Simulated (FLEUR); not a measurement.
# Magnetic state of MnS from several starts

Wanted: the moments of MnS and the energy of each order that was tried.

Main program and level: FLEUR MaX-R8.1; PBEsol; all-electron FLAPW, Dirac cores, scalar-relativistic bands.

The database entry behind the starting cell differs from later determinations by our own check (an axis about 0.2 % short against later determinations), so it need not match the best structure at ambient conditions.

### Step 1. Starting point

The structure is cubic, space group Fm-3m (No. 225). The conventional cell has a = 5.209 Å, b = 5.209 Å, c = 5.209 Å, α = 90.00°, β = 90.00°, γ = 90.00°. Mn has 6 S at 2.60 Å nearest. Nearest to S lie 6 Mn at 2.60 Å. Farther neighbours and most contacts between anions are not listed.

### Step 2. Start 1: ferro +

The parallel start comes first: it shows whether parallel moments hold.

inpgen writes inp.xml from crystal.txt; cutoffs, mixing, functional, smearing and local orbitals are then set in the file. The k list default-1 (kpts.xml, not shown) is a Γ-centred 8×8×8 mesh; where the ranks do not divide the number of points, some are split in two of half the weight.

inp.xml reads:

```
<?xml version="1.0" encoding="UTF-8" standalone="no"?>
<fleurInput fleurInputVersion="0.39">
   <comment>
      MnS
   </comment>
   <calculationSetup>
      <cutoffs Kmax="3.97" Gmax="11.9" GmaxXC="11.9" numbands="0"/>
      <scfLoop itmax="130" minDistance="0.00002" maxIterBroyd="15" imix="Anderson" alpha="0.05" precondParam="0.0" spinf="2.0" sdNocoIR="T"/>
      <coreElectrons ctail="T" frcor="F" kcrel="0" coretail_lmax="0"/>
      <xcFunctional name="PBEs" relativisticCorrections="F"/>
      <magnetism jspins="2"/>
      <soc l_soc="F" theta="0.0" phi="0.0" spav="F"/>
      <expertModes spex="0" secvar="F"/>
      <geometryOptimization l_f="F" forcealpha="1.0" forcemix="BFGS" epsdisp="0.00001" epsforce="0.00001"/>
      <ldaU l_linMix="F" mixParam="0.05" spinf="1.0"/>
   </calculationSetup>
   <cell>
      <bzIntegration valenceElectrons="21.0" mode="hist" fermiSmearingEnergy="0.00183747">
         <kPointListSelection listName="default-1"/>
         <xi:include xmlns:xi="http://www.w3.org/2001/XInclude" href="kpts.xml"> </xi:include>
      </bzIntegration>
      <xi:include xmlns:xi="http://www.w3.org/2001/XInclude" href="sym.xml"> </xi:include>
      <bulkLattice scale="1.0">
         <bravaisMatrix>
            <row-1>    0.0000000000000000     4.9217916915206992     4.9217916915206992</row-1>
            <row-2>    4.9217916915206992     0.0000000000000000     4.9217916915206992</row-2>
            <row-3>    4.9217916915206992     4.9217916915206992     0.0000000000000000</row-3>
         </bravaisMatrix>
      </bulkLattice>
   </cell>
   <atomSpecies>
      <species name="Manganese 4.500" element="Mn" atomicNumber="25">
         <mtSphere radius="2.8" gridPoints="925" logIncrement="0.013"/>
         <atomicCutoffs lmax="10" lnonsphr="8"/>
         <electronConfig flipSpins="F">
            <coreConfig>(1s1/2) (2s1/2) (2p1/2) (2p3/2)</coreConfig>
            <valenceConfig>(3s1/2) (3p1/2) (3p3/2) (4s1/2) (3d3/2) (3d5/2)</valenceConfig>
            <stateOccupation state="(3d3/2)" spinUp="1.75" spinDown="0.25"/>
            <stateOccupation state="(3d5/2)" spinUp="3.0" spinDown="0.0"/>
         </electronConfig>
         <energyParameters s="4" p="4" d="3" f="4"/>
         <lo type="SCLO" l="0" n="3" eDeriv="0"/>
         <lo type="SCLO" l="1" n="3" eDeriv="0"/>
      </species>
      <species name="Sulfur (S)" element="S" atomicNumber="16">
         <mtSphere radius="1.89" gridPoints="625" logIncrement="0.018"/>
         <atomicCutoffs lmax="8" lnonsphr="6"/>
         <electronConfig flipSpins="F">
            <coreConfig>(1s1/2) (2s1/2) (2p1/2) (2p3/2)</coreConfig>
            <valenceConfig>(3s1/2) (3p1/2) (3p3/2)</valenceConfig>
            <stateOccupation state="(3p1/2)" spinUp="0.666667" spinDown="0.666667"/>
            <stateOccupation state="(3p3/2)" spinUp="1.333333" spinDown="1.333333"/>
         </electronConfig>
         <energyParameters s="3" p="3" d="3" f="4"/>
      </species>
   </atomSpecies>
   <atomGroups>
      <atomGroup species="Manganese 4.500">
         <relPos label="                   1">.0000000000 .0000000000 .0000000000</relPos>
         <force calculate="T" relaxXYZ="TTT"/>
      </atomGroup>
      <atomGroup species="Sulfur (S)">
         <relPos label="                   2">1.000/2.000 1.000/2.000 1.000/2.000</relPos>
         <force calculate="T" relaxXYZ="TTT"/>
      </atomGroup>
   </atomGroups>
   <output dos="F" band="F" slice="F">
      <bandDOS minEnergy="-.5*Htr" maxEnergy="0.5*Htr" sigma="0.015" storeEVData="T"/>
      <plotting iplot="0" polar="F">
         <plot TwoD="T" vec1="  1.0  0.0  0.0" vec2="  0.0  1.0  0.0" vec3="  0.0  0.0  1.0" zero="  0.0  0.0  0.0" file="plot"/>
      </plotting>
      <moessbauerParams electricFieldGradient="F" isomerShift="F" coreHyperfine="F" valenceHyperfine="F"/>
   </output>
</fleurInput>
```

crystal.txt reads:

```
MnS
&input film=F cartesian=F /
0.00000000000  2.60450000000  2.60450000000
2.60450000000  0.00000000000  2.60450000000
2.60450000000  2.60450000000  0.00000000000
1.8897261246
1.0 1.0 1.0

2
25 0.00000000000  0.00000000000  0.00000000000 : 4.500
16 0.50000000000  0.50000000000  0.50000000000

&kpt div1=8 div2=8 div3=8 gamma=T /
```

The run is started by

```
$ OMP_NUM_THREADS=1 inpgen -f crystal.txt > inpgen.log  # inp.xml is then edited as shown
$ OMP_NUM_THREADS=1 mpirun -n 4 fleur_MPI > fleur.log
```

Log:

```text
Welcome to FLEUR        (www.flapw.de)
      MaX-Release 8.1          (www.max-centre.eu)

 ========== k-point set info ==========
 Selected k-point list: default-1
 k-point list type: mesh
 0 x 0 x 0
 Number of k points: 32

 ------------Calculation Setup---------------------------
 Number of MPI-tasks      :            4
 Number of PE/node        :            4
 Number of OMP-threads    :            1
 k-points in parallel     :            4
 pe's per k-point         :            1
 No of k-point loops      :            8
 Eigenvalue solver        :       lapack
 Number of basis functions:          277
 Approximate size of matrices (H+S) per k-point:         0.001 GB
 --------------------------------------------------------
 Iteration:     1   Distance:       6.46733202 me/bohr^3
 Iteration:     2   Distance:       5.91235015 me/bohr^3
 Iteration:     3   Distance:       3.68852573 me/bohr^3
 Iteration:     4   Distance:       1.87203688 me/bohr^3
 Iteration:     5   Distance:       1.46996338 me/bohr^3
 Iteration:     6   Distance:       0.32538374 me/bohr^3
 Iteration:     7   Distance:       0.24838123 me/bohr^3
 Iteration:     8   Distance:       0.03838678 me/bohr^3
 Iteration:     9   Distance:       0.03568812 me/bohr^3
 Iteration:    10   Distance:       0.00734963 me/bohr^3
 Iteration:    11   Distance:       0.00523575 me/bohr^3
 Iteration:    12   Distance:       0.00085767 me/bohr^3
 Iteration:    13   Distance:       0.00024780 me/bohr^3
 Iteration:    14   Distance:       0.00011812 me/bohr^3
 Iteration:    15   Distance:       0.00002014 me/bohr^3
 Iteration:    16   Distance:       0.00001616 me/bohr^3

 ********************************************************************
 Run finished successfully
 Stop message:
   all done
 ********************************************************************

--- out.xml (last complete iteration) ---
<iteration numberForCurrentRun="   16" overallNumber="   16">
         <energyParameters units="Htr">
            <atomicEP atomType="1" spin="1" branch="4s" branchLowest="-2.73" branchHighest="0.96" value="0.1475010330"/>
            <atomicEP atomType="1" spin="1" branch="4p" branchLowest="-1.59" branchHighest="1.40" value="0.2872250452"/>
            <atomicEP atomType="1" spin="1" branch="3d" branchLowest="-9.99" branchHighest="0.21" value="0.1507652132"/>
            <atomicEP atomType="1" spin="1" branch="4f" branchLowest="-9.99" branchHighest="2.42" value="0.6046597159"/>
            <loAtomicEP atomType="1" spin="1" branch="3s" branchLowest="-26.83" branchHighest="-2.73" value="-2.7351080095"/>
            <loAtomicEP atomType="1" spin="1" branch="3p" branchLowest="-22.66" branchHighest="-1.59" value="-1.5914689286"/>
            <atomicEP atomType="2" spin="1" branch="3s" branchLowest="-7.29" branchHighest="0.92" value="-0.3063333501"/>
            <atomicEP atomType="2" spin="1" branch="3p" branchLowest="-5.27" branchHighest="1.51" value="-0.0366458100"/>
            <atomicEP atomType="2" spin="1" branch="3d" branchLowest="-9.99" branchHighest="2.11" value="0.1933449008"/>
            <atomicEP atomType="2" spin="1" branch="4f" branchLowest="-9.99" branchHighest="5.02" value="0.3607646417"/>
            <atomicEP atomType="1" spin="2" branch="4s" branchLowest="-2.57" branchHighest="1.08" value="0.1819034218"/>
            <atomicEP atomType="1" spin="2" branch="4p" branchLowest="-1.42" branchHighest="1.52" value="0.3083289796"/>
            <atomicEP atomType="1" spin="2" branch="3d" branchLowest="-9.99" branchHighest="0.37" value="0.2855132318"/>
            <atomicEP atomType="1" spin="2" branch="4f" branchLowest="-9.99" branchHighest="2.53" value="0.6143587423"/>
            <loAtomicEP atomType="1" spin="2" branch="3s" branchLowest="-26.76" branchHighest="-2.57" value="-2.5685578080"/>
            <loAtomicEP atomType="1" spin="2" branch="3p" branchLowest="-22.61" branchHighest="-1.42" value="-1.4277505096"/>
            <atomicEP atomType="2" spin="2" branch="3s" branchLowest="-7.29" branchHighest="0.92" value="-0.3001990017"/>
            <atomicEP atomType="2" spin="2" branch="3p" branchLowest="-5.27" branchHighest="1.51" value="-0.0312896891"/>
            <atomicEP atomType="2" spin="2" branch="3d" branchLowest="-9.99" branchHighest="2.12" value="0.1982056365"/>
            <atomicEP atomType="2" spin="2" branch="4f" branchLowest="-9.99" branchHighest="5.03" value="0.3655706367"/>
         </energyParameters>
         <bandgap value="0.0516862877" units="eV"/>
         <sumValenceSingleParticleEnergies value="-13.2954563159" units="Htr"/>
         <FermiEnergy value="0.2649745811" units="Htr"/>
         <valenceDensity>
            <mtCharges spin="1">
               <mtCharge atomType="1" total="9.3952599" s="1.2491007" p="3.2848007" d="4.8056634" f="0.0429800"/>
               <mtCharge atomType="2" total="1.8080779" s="0.6414014" p="1.1418390" d="0.0230614" f="0.0015051"/>
            </mtCharges>
            <mtCharges spin="2">
               <mtCharge atomType="1" total="4.9741671" s="1.1686078" p="3.2191578" d="0.5403729" f="0.0344407"/>
               <mtCharge atomType="2" total="1.6988856" s="0.6164803" p="1.0741026" d="0.0079168" f="0.0003476"/>
            </mtCharges>
            <spinDependentCharge spin="1" total="12.8364842" interstitial="1.6331464" mtSpheres="11.2033378"/>
            <spinDependentCharge spin="2" total="8.1635158" interstitial="1.4904631" mtSpheres="6.6730527"/>
            <totalCharge value="21.0000000000"/>
         </valenceDensity>
         <coreStates atomType="     1" atomicNumber=" 25" spin="1" kinEnergy="    525.9836056441" eigValSum="   -330.3118806158" lostElectrons=" 0.000000">
            <state n="1" l="0" j="0.5" energy="-235.4890765863" weight="1.0000000000"/>
            <state n="2" l="0" j="0.5" energy="-26.8344131533" weight="1.0000000000"/>
            <state n="2" l="1" j="0.5" energy="-22.9174985576" weight="1.0000000000"/>
            <state n="2" l="1" j="1.5" energy="-22.5354461593" weight="2.0000000000"/>
         </coreStates>
         <coreStates atomType="     1" atomicNumber=" 25" spin="2" kinEnergy="    526.7215024190" eigValSum="   -330.0800346748" lostElectrons=" 0.000000">
            <state n="1" l="0" j="0.5" energy="-235.4890703877" weight="1.0000000000"/>
            <state n="2" l="0" j="0.5" energy="-26.7639673874" weight="1.0000000000"/>
            <state n="2" l="1" j="0.5" energy="-22.8646612878" weight="1.0000000000"/>
            <state n="2" l="1" j="1.5" energy="-22.4811678059" weight="2.0000000000"/>
         </coreStates>
         <coreStates atomType="     2" atomicNumber=" 16" spin="1" kinEnergy="    193.4269299987" eigValSum="   -110.8973815487" lostElectrons=" 0.000276">
            <state n="1" l="0" j="0.5" energy="-87.7814318619" weight="1.0000000000"/>
            <state n="2" l="0" j="0.5" energy="-7.2930703875" weight="1.0000000000"/>
            <state n="2" l="1" j="0.5" energy="-5.3051456156" weight="1.0000000000"/>
            <state n="2" l="1" j="1.5" energy="-5.2588668419" weight="2.0000000000"/>
         </coreStates>
         <coreStates atomType="     2" atomicNumber=" 16" spin="2" kinEnergy="    193.4300408773" eigValSum="   -110.8906841235" lostElectrons=" 0.000274">
            <state n="1" l="0" j="0.5" energy="-87.7803478334" weight="1.0000000000"/>
            <state n="2" l="0" j="0.5" energy="-7.2918675175" weight="1.0000000000"/>
            <state n="2" l="1" j="0.5" energy="-5.3036757554" weight="1.0000000000"/>
            <state n="2" l="1" j="1.5" energy="-5.2573965086" weight="2.0000000000"/>
         </coreStates>
         <allElectronCharges>
            <spinDependentCharge spin="1" total="22.8364842" interstitial="1.6334161" mtSpheres="21.2030680"/>
            <spinDependentCharge spin="2" total="18.1635158" interstitial="1.4907317" mtSpheres="16.6727841"/>
            <totalCharge value="40.9999999932"/>
         </allElectronCharges>
         <magneticMomentsInMTSpheres units="muBohr">
            <globalMagMoment atomType="1" vec="0.00000   0.00000   4.42109"/>
            <localMagMoment atomType="1" vec="0.00000   0.00000   4.42109"/>
            <globalMagMoment atomType="2" vec="0.00000   0.00000   0.10919"/>
            <localMagMoment atomType="2" vec="0.00000   0.00000   0.10919"/>
         </magneticMomentsInMTSpheres>
         <moessbauerParams unitsHFF="kG" unitsIS="e/bohr^3" unitsEFG="Htr/bohr^2">
         </moessbauerParams>
         <totalEnergy value="    -1556.1461914053" units="Htr">
            <sumOfEigenvalues value="     -895.4754372786">
               <coreElectrons value="-882.1799809627"/>
               <valenceElectrons value="-13.2954563159"/>
            </sumOfEigenvalues>
            <densityCoulombPotentialIntegral value="-2367.8321435906"/>
            <densityEffectivePotentialIntegral value="-2467.5549068625"/>
            <chargeDenXCDenIntegral value="-76.2313805497"/>
            <FockExchangeEnergyValence value="0.0000000000"/>
            <FockExchangeEnergyCore value="0.0000000000"/>
            <atomTypeDependentContributions atomType="1">
               <electronNucleiInteractionDifferentMTs value="1382.4508733928"/>
               <MadelungTerm value="-6.4431412992"/>
            </atomTypeDependentContributions>
            <atomTypeDependentContributions atomType="2">
               <electronNucleiInteractionDifferentMTs value="467.9776255147"/>
               <MadelungTerm value="-11.2065684375"/>
            </atomTypeDependentContributions>
            <tkbTimesEntropy value="0.0001691488"/>
            <freeEnergy value="-1556.1463605541"/>
            <extrapolationTo0K value="-1556.1462759797"/>
         </totalEnergy>
         <densityConvergence units="me/bohr^3">
            <chargeDensity spin="1" distance="0.0000073154"/>
            <chargeDensity spin="2" distance="0.0000137086"/>
            <overallChargeDensity distance="0.0000161566"/>
            <spinDensity distance="0.0000148945"/>
         </densityConvergence>
      </iteration>
```

Run time: 11 s. Hardware: 4 MPI ranks of Arm Neoverse V2, shared host; peak memory 0.25 GiB; 43 s of CPU time.

This step gave:

- free energy: -42344.8997 eV
- program's band gap on this mesh (in a metal only a level spacing): 0.05169 eV
- magnetization: 4.673 μB
- final state: ferromagnetic
- largest moment: 4.421 μB

After 16 cycles the largest moment stands at 4.42 μB.

[end of part 1 of 3]

[Logs and program files are shortened in this print: banners, set-up blocks, solver, clock and traceback lines can be left out without a mark of their own.]

[Logs are printed without paths, hosts, clocks, repeated set-up lines and the standing remarks that a program may print on its own settings, such as how far it seeks lower states.]

[Hosts, paths, dates, database ids (printed as entryN), source tags and the programs' standing remarks are cut or masked in the printed files.]

[Where a cell is said to come from a database of computed structures, the database is the Materials Project.]
